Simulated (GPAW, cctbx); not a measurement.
# CaPb3S4: what bonding does to one electron reflection, worked out

CaPb3S4, Pm-3m (no. 221), a = 5.9514 Å, b = 5.9514 Å, c = 5.9514 Å, α = 90.00°, β = 90.00°, γ = 90.00°.

| atom | mult. | x | y | z |
| --- | --- | --- | --- | --- |
| Pb1 | 3 | 0 | 1/2 | 1/2 |
| Ca1 | 1 | 0 | 0 | 0 |
| S1 | 3 | 1/2 | 0 | 0 |
| S2 | 1 | 1/2 | 1/2 | 1/2 |

The cell is our own: ordered rocksalt alloy in the eight-atom cube, 1 of 4 Pb sites given to Ca.

A DFT run (GPAW, PBE, 600 eV, 4×4×4 k-points, Fermi–Dirac width 0.02 eV) gives the static X-ray structure factor of 010 as 60.553 e for the conventional cell; superposed free atoms give 60.710 e. **Problem.** Find the Fourier component V of the crystal potential and the two-beam extinction distance at 300 kV in both cases.

### 1. Geometry

The cell volume is Ω = 210.80 Å³ and d(010) = 5.9514 Å, so g = 1/d = 0.1680 Å⁻¹.

### 2. The nuclei

Electrons feel nuclei as well as electrons, so the nuclear charges are summed with the same phases.

Phase sums Σ exp(2πi h·x), turned so that the total is real and positive: Pb +1.000, Ca -1.000, S 0.000. Then F_Z = 82 × (+1.000) + 20 × (-1.000) + 16 × (0.000) = 62.00 e. The electron term has the same sign for this reflection.

### 3. Mott–Bethe

Poisson's equation, term by term, gives V = (e/4πε₀)(F_Z − F)/(πΩg²), with e/4πε₀ = 14.3996 V Å.

The prefactor is 14.3996 × 5.9514²/(π × 210.80) = 0.77014 V per electron. Free atoms: (62.00 − 60.710) × 0.77014 = 0.993 V. Crystal: (62.00 − 60.553) × 0.77014 = 1.114 V. F changes by -0.26 % and V by +12.2 %: the same 0.16 e is measured against F_Z − F = 1.3 e in place of F = 60.7 e.

### 4. Extinction distance

In the two-beam case ξ = 1/(λU) with U = 2γm₀eV/h², that is ξ = 150.41 V Å²/(γλV).

At 300 kV, λ = 0.01969 Å and γ = 1.5871. Free atoms: ξ = 4845 Å. Crystal: ξ = 4320 Å. The thickness fringes go as sin²(πt/ξ), so the two patterns slip by a quarter of a period when t|1/ξ₁ − 1/ξ₀| = 1/4, at t ≈ 995 nm, thicker than usual samples. Thermal motion, absorption and many-beam coupling, left out here, change a real pattern.

### 5. Answer

V(010) is 1.11 V against 0.99 V, and ξ is 4320 against 4845 Å. Limits: static atoms, two beams.
